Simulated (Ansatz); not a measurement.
# How Be(0001) screens a field

Wanted: the response of a Be(0001) slab to a perpendicular field.

Calculated with Ansatz 0.2.0; plane-wave DFT, LDA, Ansatz PAW.

**1. The structure**

The cell holds 7 atoms: 7 Be. Cell: a = 2.290 Å, b = 2.290 Å, c = 28.765 Å, α = 90.0°, β = 90.0°, γ = 60.0°. Vacuum lies along c.

**2. Single point, field 0, start network**

A sawtooth potential applies the field, turning back in the middle of the vacuum. With the dipole correction the typed value is the field outside the slab. The induced dipole is small, so the SCF threshold is tight.

Contents of input.yaml:

```yaml
crystal:
  lattice:
    - [2.29, 0.0, 0.0]
    - [1.145, 1.9831981747, 0.0]
    - [0.0, 0.0, 28.76529]
  atoms:
    - { symbol: Be, position: [0.0, 0.0, 0.3128770821] }
    - { symbol: Be, position: [0.6666666667, 0.6666666667, 0.375251388] }
    - { symbol: Be, position: [0.0, 0.0, 0.437625694] }
    - { symbol: Be, position: [0.6666666667, 0.6666666667, 0.5] }
    - { symbol: Be, position: [0.0, 0.0, 0.562374306] }
    - { symbol: Be, position: [0.6666666667, 0.6666666667, 0.624748612] }
    - { symbol: Be, position: [0.0, 0.0, 0.6871229179] }
kpoints:
  mp_grid: { grid: [24, 24, 1] }
hamiltonian:
  xc: lda
scf:
  occupations: { method: fermi_dirac, width: 0.1 }
  convergence: { dr2_threshold: 1.0e-10 }
efield:
  axis: 3
  dipole_correction: true
  ramp_position: 0.97
  ramp_width: 0.06
  amplitude: 0
output:
  forces: true
  write_potential: true
  write_density: true
  volumetric_format: npy
```

Run with:

```sh
$ ansatz run input.yaml --threads 2 --pin off --max-ram 3072MiB --backend cpu --events-out ev --progress --plain --runs-dir out
```

Numbers of over 12 decimals in the logs are rounded to 6 here.

Log:

```text
Engine: ansatz 0.2.0, aarch64-unknown-linux-gnu
Pseudopotentials: kind: paw
Pseudopotential: Be, paw, valence charge 2, recommended cutoff 420 eV (normal), Be.paw.azcp
Functional definition: SPW92
  exchange = slater_x
  correlation = pw_c
Crystal: 7 atoms, lattice volume = 130.638 Å³
Basis set: ecut = 420 eV, 2521 PW (Γ)
Bands: 14, of which v1, the nominal top of the filled ones, is band 7 counted from 1 (6 counted from 0)
Symmetry: 6 space group operations
k-points: 61 of 576 (time reversal used)
Non-local potential: Be, projectors of the file, l = 0: 2, l = 1: 2, l = 2: 1
PAW form: soft (Blöchl's): semilocal exchange-correlation on the pseudo side does not see the compensation charge
PAW frozen core: Be, regenerated for the run's functional, and the local potential with it (the file was generated under x = pbe(κ = 0.804, μ = 0.219515), c = pbe(β = 0.066725))
PAW one-centre angular grid: Be, 110 points (default); XC on 64 Gauss nodes
Initial density: superposition of atomic densities (neutral atoms: chi_scale 0, normalization atom), corrected by the library's trained network
Initial wavefunctions: pseudopotential atomic-orbital guess
Functional: x = slater, c = lda
SCF iter   1: F=—  HF=-616.364132 eV  |F-HF|=—  |Δ(HF+E_count)|=         —  Δρ=2.40e-3  dr2=2.39e-2  ethr=1.77e-3  p=0.000 e·Å  D=1.89e-14 V/Å  ΔV_dip=-0.00 eV  dr2_dipole=1.63e-11  V_vac-E_F(+/−)=5.65/5.65 eV  ⟨swp⟩=11.5  Hψ=9440  notcnv=0  defer=23
efield: sawtooth ramp at fractional position 0.9700 (set: `efield.ramp_position`, or a place that a band, a saddle search or an elastic batch's reference lends), width 0.0600; the density the first Hamiltonian is built on has a dipole p = 0.000 e·Å; the dipole correction subtracts the counter field D = 1.89e-14 V/Å, which shifts the + side's vacuum level by -0.00 eV against the − side's; the planar-averaged density in the ramp window peaks in size at 4.5e-6 e/Å³
preconditioner: auto → LDOS  [metal: Δε(μ)=0.112 eV  Ē_g=8.605 eV  σ=0.100 eV  W_gap=0.27  n_scr=16 (ndim 8)  ℏωp=12.2 eV  f_vac=0.475  D(μ)=1.29/eV (n_scr^D=12)  β→1.0]
SCF iter   2: F=—  HF=-616.363113 eV  |F-HF|=—  |Δ(HF+E_count)|=   1.02e-3  Δρ=8.80e-4  dr2=3.66e-3  ethr=1.71e-4  p=0.000 e·Å  D=7.45e-6 V/Å  ΔV_dip=-0.00 eV  dr2_dipole=1.03e-9  V_vac-E_F(+/−)=5.49/5.49 eV  ⟨swp⟩=2.2  Hψ=1695  notcnv=0  defer=29
SCF iter   3: F=—  HF=-616.362273 eV  |F-HF|=—  |Δ(HF+E_count)|=   8.40e-4  Δρ=3.23e-4  dr2=5.23e-4  ethr=2.62e-5  p=-0.000 e·Å  D=-7.83e-7 V/Å  ΔV_dip=0.00 eV  dr2_dipole=4.69e-12  V_vac-E_F(+/−)=5.49/5.49 eV  ⟨swp⟩=2.4  Hψ=1257  notcnv=0  defer=29
SCF iter   4: F=—  HF=-616.362155 eV  |F-HF|=—  |Δ(HF+E_count)|=   1.17e-4  Δρ=6.83e-5  dr2=2.26e-5  ethr=3.74e-6  p=0.000 e·Å  D=5.69e-7 V/Å  ΔV_dip=-0.00 eV  dr2_dipole=1.73e-10  V_vac-E_F(+/−)=5.50/5.50 eV  ⟨swp⟩=2.4  Hψ=1233  notcnv=0  defer=29
SCF iter   5: F=—  HF=-616.362154 eV  |F-HF|=—  |Δ(HF+E_count)|=   1.17e-6  Δρ=9.60e-6  dr2=4.50e-7  ethr=1.62e-7  p=-0.000 e·Å  D=-1.61e-7 V/Å  ΔV_dip=0.00 eV  dr2_dipole=4.46e-13  V_vac-E_F(+/−)=5.50/5.50 eV  ⟨swp⟩=2.3  Hψ=1165  notcnv=0  defer=29
SCF iter   6: F=—  HF=-616.362153 eV  |F-HF|=—  |Δ(HF+E_count)|=   6.49e-7  Δρ=1.18e-6  dr2=7.55e-9  ethr=3.22e-9  p=-0.000 e·Å  D=-1.17e-8 V/Å  ΔV_dip=0.00 eV  dr2_dipole=8.35e-13  V_vac-E_F(+/−)=5.50/5.50 eV  ⟨swp⟩=2.5  Hψ=1306  notcnv=0  defer=29
SCF iter   7: F=—  HF=-616.362153 eV  |F-HF|=—  |Δ(HF+E_count)|=  8.25e-10  Δρ=2.50e-7  dr2=1.01e-10  ethr=5.40e-11  p=-0.000 e·Å  D=-2.78e-8 V/Å  ΔV_dip=0.00 eV  dr2_dipole=1.97e-14  V_vac-E_F(+/−)=5.50/5.50 eV  ⟨swp⟩=2.5  Hψ=1319  notcnv=0  defer=29
SCF iter   8: F=-616.362153 eV  HF=-616.362153 eV  |F-HF|=2.35e-11  |Δ(HF+E_count)|=  1.29e-10  Δρ=9.14e-8  dr2=3.64e-11  ethr=1.00e-12  p=0.000 e·Å  D=1.67e-8 V/Å  ΔV_dip=-0.00 eV  dr2_dipole=1.70e-14  V_vac-E_F(+/−)=5.50/5.50 eV  ⟨swp⟩=14.5  Hψ=6281  notcnv=0
SCF 1 converged in 8 iterations: F = -616.362153 eV  dr2 = 3.64e-11
  greatest PAW one-centre occupation: 0.359 electrons in one spin orbital (limit 2), on the Be atom at site 5 (counted from 0), in its partial waves of l = 0
WARN: The output density's exchange-correlation potential varies sharply where the density is thin. Do not read a vacuum level from v_tot or v_xc, or from such a field of the output density. On a cell that repeats whose density bears no net charge and no dipole along the vacuum's axis use v_es (v_loc + v_h of the components); under efield.dipole_correction with no amplitude use v_es + v_field, which holds any externa [...]
SCF converged after 8 iterations
Free energy (F): -616.362153 eV
Harris-Foulkes:  -616.362153 eV  (|F-HF|=2.35e-11)
Internal energy: -616.318695 eV  (E = F + TS)
E sigma→0 (E₀):  -616.340424 eV
Entropy (-TS):   -0.043459 eV (-6.208 meV/atom)
Fermi energy:    0.098660 eV
Dipole field:    D = -0.000000 V/Å  (p = -0.000000 e·Å, saw-weighted, corrected)
Work function:   Φ+ = 5.5026 eV   Φ− = 5.5026 eV
Levels:          The Fermi level and band energies are counted from a zero that moves with the ramp; work functions are not
--- Per-component energies (eV) ---
  E_band       = -57.055434
  E_kinetic    = 141.144171
  E_local      = -5919.850429  (includes V_loc(G=0)·N_el)
  E_nonlocal   = 32.600453
  E_hartree    = 2921.127779
  E_xc         = -134.681896
  E_vxc        = -142.494619  (∫ρ·V_xc dr)
  E_paw        = -385.656730  (= ΣΔE_a)
  E_vpaw       = -10.710644  (= ΣTr[D̂ρ^β])
  E_aug_tail   = -0.000005  (compensation charges beyond the density's cutoff)
  E_efield     = 0.000000  (sawtooth field / dipole correction)
  E_vefield    = 0.000000  (∫n·V_field dr)
  E_ewald      = 2728.785952
  E_core_change = 0.212010  (= ΣΔE_core)
  E_smearing   = -0.043459  (= −TS)
  E_closure    = -0.000000  (closes the sum)
  Σ components = -616.362153   (vs F -616.362153, Δ=0.00e0)
--- Forces (eV/Å), atoms counted from 1 ---
  atom   1  Be     0.00000000    -0.00000000     0.06365005
  atom   2  Be    -0.00000000     0.00000000     0.08267178
  atom   3  Be     0.00000000    -0.00000000     0.00738874
  atom   4  Be    -0.00000000     0.00000000    -0.00000895
  atom   5  Be     0.00000000    -0.00000000    -0.00737527
  atom   6  Be    -0.00000000     0.00000000    -0.08267732
  atom   7  Be     0.00000000    -0.00000000    -0.06364843
  max |Σ_I F_I| component: 6.06e-7 eV/Å
--- Band table (eV; the first three rows and the last of 61) ---
  k-point 0: bands = [... 3 lower, -7.9250, -6.5802, -5.0972, -2.5349, -2.2496, 2.7523, 4.3854, 5.0712, ... 3 higher]
  k-point 1: bands = [... 3 lower, -7.8753, -6.5291, -5.0423, -2.4814, -2.1904, 2.7759, 4.4302, 5.1309, ... 3 higher]
  k-point 2: bands = [... 3 lower, -7.7262, -6.3759, -4.8781, -2.3216, -2.0133, 2.8452, 4.5613, 5.3092, ... 3 higher]
  k-point 60: bands = [... 3 lower, -0.7364, -0.6707, -0.4419, -0.4356, -0.0233, 0.8380, 0.8380, 1.2810, ... 3 higher]
```

Elapsed: 16 s, on 2 threads of Arm Neoverse N1, shared host; peak memory 0.37 GiB; 32 s of CPU time.

The column dr2 measures how far the density is from self-consistency, as an energy; F and HF (Harris–Foulkes) agree once it is small.

This step gave:

* energy at zero smearing: -616.3404 eV
* work function, upper face: 5.503 eV
* dipole along the normal: -1.45e-7 e·Å

Running mean over 1.794 Å of the planar mean; the ramp of the sawtooth is left out. Electron's electrostatic potential energy less the Fermi level against z:

z (Å), electron's electrostatic potential energy less the Fermi level (eV) and a bar from the least value:
```
        4       5.50 ##############################
        5       5.50 ##############################
        6       5.47 ##############################
        7       4.99 #############################
        8       0.12 #################
        9      -5.93 ##
       10      -6.38 #
       11      -6.58 #
       12      -6.75 
       13      -6.85 
       14      -6.90 
       15      -6.89 
       16      -6.83 
       17      -6.71 
       18      -6.54 #
       19      -6.33 #
       20      -5.43 ####
       21       2.16 ######################
       22       5.23 #############################
       23       5.48 ##############################
       24       5.50 ##############################
       25       5.50 ##############################
```

Force by atom:

```
atom  x (eV/Å)  y (eV/Å)  z (eV/Å)    size
 Be1    0.0000    0.0000    0.0637  0.0637
 Be2    0.0000    0.0000    0.0827  0.0827
 Be3    0.0000    0.0000    0.0074  0.0074
 Be4    0.0000    0.0000    0.0000  0.0000
 Be5    0.0000    0.0000   -0.0074  0.0074
 Be6    0.0000    0.0000   -0.0827  0.0827
 Be7    0.0000    0.0000   -0.0636  0.0636
```

The work function of the upper face is 5.50 eV.

**3. Atoms held, field 0.05 V/Å, start atoms**

Changes to input.yaml since step 2:

```diff
@@ -25,3 +25,3 @@
   ramp_width: 0.06
-  amplitude: 0
+  amplitude: 0.05
 output:
```

Log:

```text
[...]
Crystal: 7 atoms, lattice volume = 130.638 Å³
Basis set: ecut = 420 eV, 2521 PW (Γ)
Bands: 14, of which v1, the nominal top of the filled ones, is band 7 counted from 1 (6 counted from 0)
Symmetry: 6 space group operations
k-points: 61 of 576 (time reversal used)
[...]
k-point 0: bands = [... 3 lower, -7.9251, -6.5803, -5.0973, -2.5351, -2.2495, 2.7521, 4.3794, 5.0624, ... 3 higher]
  k-point 1: bands = [... 3 lower, -7.8754, -6.5292, -5.0424, -2.4816, -2.1904, 2.7757, 4.4245, 5.1217, ... 3 higher]
  k-point 2: bands = [... 3 lower, -7.7263, -6.3760, -4.8782, -2.3218, -2.0133, 2.8450, 4.5565, 5.2992, ... 3 higher]
  k-point 60: bands = [... 3 lower, -0.7364, -0.6708, -0.4420, -0.4357, -0.0234, 0.8371, 0.8386, 1.2809, ... 3 higher]
[key lines of the parts left out:]
SCF converged after 10 iterations
Free energy (F): -616.362582 eV
Fermi energy:    0.098564 eV
Dipole field:    D = 0.023723 V/Å  (p = 0.017127 e·Å, saw-weighted, corrected)
```

Run time: 20 s. Hardware: 2 threads; peak memory 0.36 GiB.

The dipole is 0.0171 e·Å.

**4. Single point, field -0.05 V/Å, start atoms**

Changes to input.yaml since step 3:

```diff
@@ -25,3 +25,3 @@
   ramp_width: 0.06
-  amplitude: 0.05
+  amplitude: -0.05
 output:
```

Log:

```text
[...]
Crystal: 7 atoms, lattice volume = 130.638 Å³
Basis set: ecut = 420 eV, 2521 PW (Γ)
Bands: 14, of which v1, the nominal top of the filled ones, is band 7 counted from 1 (6 counted from 0)
Symmetry: 6 space group operations
k-points: 61 of 576 (time reversal used)
[...]
k-point 0: bands = [... 3 lower, -7.9251, -6.5803, -5.0973, -2.5351, -2.2495, 2.7521, 4.3794, 5.0624, ... 3 higher]
  k-point 1: bands = [... 3 lower, -7.8754, -6.5292, -5.0424, -2.4816, -2.1904, 2.7757, 4.4245, 5.1217, ... 3 higher]
  k-point 2: bands = [... 3 lower, -7.7263, -6.3760, -4.8782, -2.3218, -2.0133, 2.8450, 4.5565, 5.2992, ... 3 higher]
  k-point 60: bands = [... 3 lower, -0.7364, -0.6708, -0.4420, -0.4357, -0.0234, 0.8371, 0.8386, 1.2809, ... 3 higher]
[key lines of the parts left out:]
SCF converged after 10 iterations
Free energy (F): -616.362582 eV
Fermi energy:    0.098563 eV
Dipole field:    D = -0.023722 V/Å  (p = -0.017126 e·Å, saw-weighted, corrected)
```

The job ended after 19 s (2 threads; peak memory 0.36 GiB).

The dipole is -0.0171 e·Å.

**5. Single point, field 0.1 V/Å, start atoms**

Changes to input.yaml since step 4:

```diff
@@ -23,5 +23,5 @@
   dipole_correction: true
-  ramp_position: 0.97
-  ramp_width: 0.06
-  amplitude: -0.05
+  ramp_position: 0.9534
+  ramp_width: 0.0932
+  amplitude: 0.1
 output:
```

Log:

```text
[...]
Crystal: 7 atoms, lattice volume = 130.638 Å³
Basis set: ecut = 420 eV, 2521 PW (Γ)
Bands: 14, of which v1, the nominal top of the filled ones, is band 7 counted from 1 (6 counted from 0)
Symmetry: 6 space group operations
k-points: 61 of 576 (time reversal used)
[...]
k-point 0: bands = [... 3 lower, -7.9254, -6.5806, -5.0976, -2.5358, -2.2494, 2.7513, 4.3612, 5.0380, ... 3 higher]
  k-point 1: bands = [... 3 lower, -7.8757, -6.5294, -5.0427, -2.4823, -2.1903, 2.7749, 4.4072, 5.0964, ... 3 higher]
  k-point 2: bands = [... 3 lower, -7.7266, -6.3763, -4.8785, -2.3225, -2.0132, 2.8443, 4.5417, 5.2711, ... 3 higher]
  k-point 60: bands = [... 3 lower, -0.7367, -0.6711, -0.4423, -0.4360, -0.0237, 0.8361, 0.8391, 1.2807, ... 3 higher]
[key lines of the parts left out:]
SCF converged after 10 iterations
Free energy (F): -616.363866 eV
Fermi energy:    0.098291 eV
Dipole field:    D = 0.047446 V/Å  (p = 0.034254 e·Å, saw-weighted, corrected)
```

Wall time 20 s (2 threads); peak memory 0.36 GiB; 40 s of CPU time.

The dipole is 0.0343 e·Å.

**6. Single point, field -0.1 V/Å, start atoms**

Changes to input.yaml since step 5:

```diff
@@ -25,3 +25,3 @@
   ramp_width: 0.0932
-  amplitude: 0.1
+  amplitude: -0.1
 output:
```

Log:

```text
[...]
Crystal: 7 atoms, lattice volume = 130.638 Å³
Basis set: ecut = 420 eV, 2521 PW (Γ)
Bands: 14, of which v1, the nominal top of the filled ones, is band 7 counted from 1 (6 counted from 0)
Symmetry: 6 space group operations
k-points: 61 of 576 (time reversal used)
[...]
k-point 0: bands = [... 3 lower, -7.9254, -6.5806, -5.0976, -2.5358, -2.2494, 2.7513, 4.3612, 5.0380, ... 3 higher]
  k-point 1: bands = [... 3 lower, -7.8757, -6.5294, -5.0427, -2.4823, -2.1903, 2.7749, 4.4072, 5.0964, ... 3 higher]
  k-point 2: bands = [... 3 lower, -7.7266, -6.3763, -4.8785, -2.3225, -2.0132, 2.8443, 4.5417, 5.2711, ... 3 higher]
  k-point 60: bands = [... 3 lower, -0.7367, -0.6711, -0.4423, -0.4360, -0.0237, 0.8361, 0.8391, 1.2807, ... 3 higher]
[key lines of the parts left out:]
SCF converged after 10 iterations
Free energy (F): -616.363866 eV
Fermi energy:    0.098291 eV
Dipole field:    D = -0.047445 V/Å  (p = -0.034253 e·Å, saw-weighted, corrected)
```

Wall time 19 s (2 threads); peak memory 0.36 GiB; 37 s of CPU time.

The dipole is -0.0343 e·Å.

**7. Single point, field 0.2 V/Å, start atoms**

Changes to input.yaml since step 6:

```diff
@@ -25,3 +25,3 @@
   ramp_width: 0.0932
-  amplitude: -0.1
+  amplitude: 0.2
 output:
```

Log:

```text
[...]
Crystal: 7 atoms, lattice volume = 130.638 Å³
Basis set: ecut = 420 eV, 2521 PW (Γ)
Bands: 14, of which v1, the nominal top of the filled ones, is band 7 counted from 1 (6 counted from 0)
Symmetry: 6 space group operations
k-points: 61 of 576 (time reversal used)
[...]
k-point 0: bands = [... 3 lower, -7.9265, -6.5817, -5.0987, -2.5386, -2.2488, 2.7480, 4.2835, 4.9348, ... 3 higher]
  k-point 1: bands = [... 3 lower, -7.8768, -6.5306, -5.0438, -2.4850, -2.1897, 2.7717, 4.3331, 4.9900, ... 3 higher]
  k-point 2: bands = [... 3 lower, -7.7278, -6.3774, -4.8796, -2.3251, -2.0128, 2.8414, 4.4777, 5.1557, ... 3 higher]
  k-point 60: bands = [... 3 lower, -0.7379, -0.6722, -0.4434, -0.4371, -0.0248, 0.8334, 0.8394, 1.2795, ... 3 higher]
[key lines of the parts left out:]
SCF converged after 10 iterations
Free energy (F): -616.369004 eV
Fermi energy:    0.097197 eV
Dipole field:    D = 0.094897 V/Å  (p = 0.068511 e·Å, saw-weighted, corrected)
```

Run time: 20 s. Hardware: 2 threads; peak memory 0.36 GiB.

The dipole is 0.0685 e·Å.

**8. Atoms held, field -0.2 V/Å, start atoms**

Changes to input.yaml since step 7:

```diff
@@ -25,3 +25,3 @@
   ramp_width: 0.0932
-  amplitude: 0.2
+  amplitude: -0.2
 output:
```

Log:

```text
[...]
Crystal: 7 atoms, lattice volume = 130.638 Å³
Basis set: ecut = 420 eV, 2521 PW (Γ)
Bands: 14, of which v1, the nominal top of the filled ones, is band 7 counted from 1 (6 counted from 0)
Symmetry: 6 space group operations
k-points: 61 of 576 (time reversal used)
[...]
k-point 0: bands = [... 3 lower, -7.9265, -6.5817, -5.0987, -2.5386, -2.2488, 2.7480, 4.2835, 4.9348, ... 3 higher]
  k-point 1: bands = [... 3 lower, -7.8768, -6.5306, -5.0438, -2.4850, -2.1897, 2.7717, 4.3331, 4.9900, ... 3 higher]
  k-point 2: bands = [... 3 lower, -7.7278, -6.3774, -4.8796, -2.3251, -2.0128, 2.8414, 4.4777, 5.1557, ... 3 higher]
  k-point 60: bands = [... 3 lower, -0.7379, -0.6722, -0.4434, -0.4371, -0.0248, 0.8334, 0.8394, 1.2795, ... 3 higher]
[key lines of the parts left out:]
SCF converged after 10 iterations
Free energy (F): -616.369004 eV
Fermi energy:    0.097197 eV
Dipole field:    D = -0.094897 V/Å  (p = -0.068511 e·Å, saw-weighted, corrected)
```

Run time: 19 s. Hardware: 2 threads; peak memory 0.35 GiB.

The dipole is -0.0685 e·Å.

(Continued in part 2 of 2.)

[Logs are printed without paths, hosts, clocks, repeated set-up lines and the standing remarks that a program may print on its own settings, such as how far it seeks lower states.]

[Hosts, paths, dates, database ids (printed as entryN), source tags and the programs' standing remarks are cut or masked in the printed files.]

[Maps of the electrostatic potential energy from Ansatz leave out the sawtooth potential of an applied field or a dipole correction, so their vacuum need not be flat; planar profiles and work functions include it.]
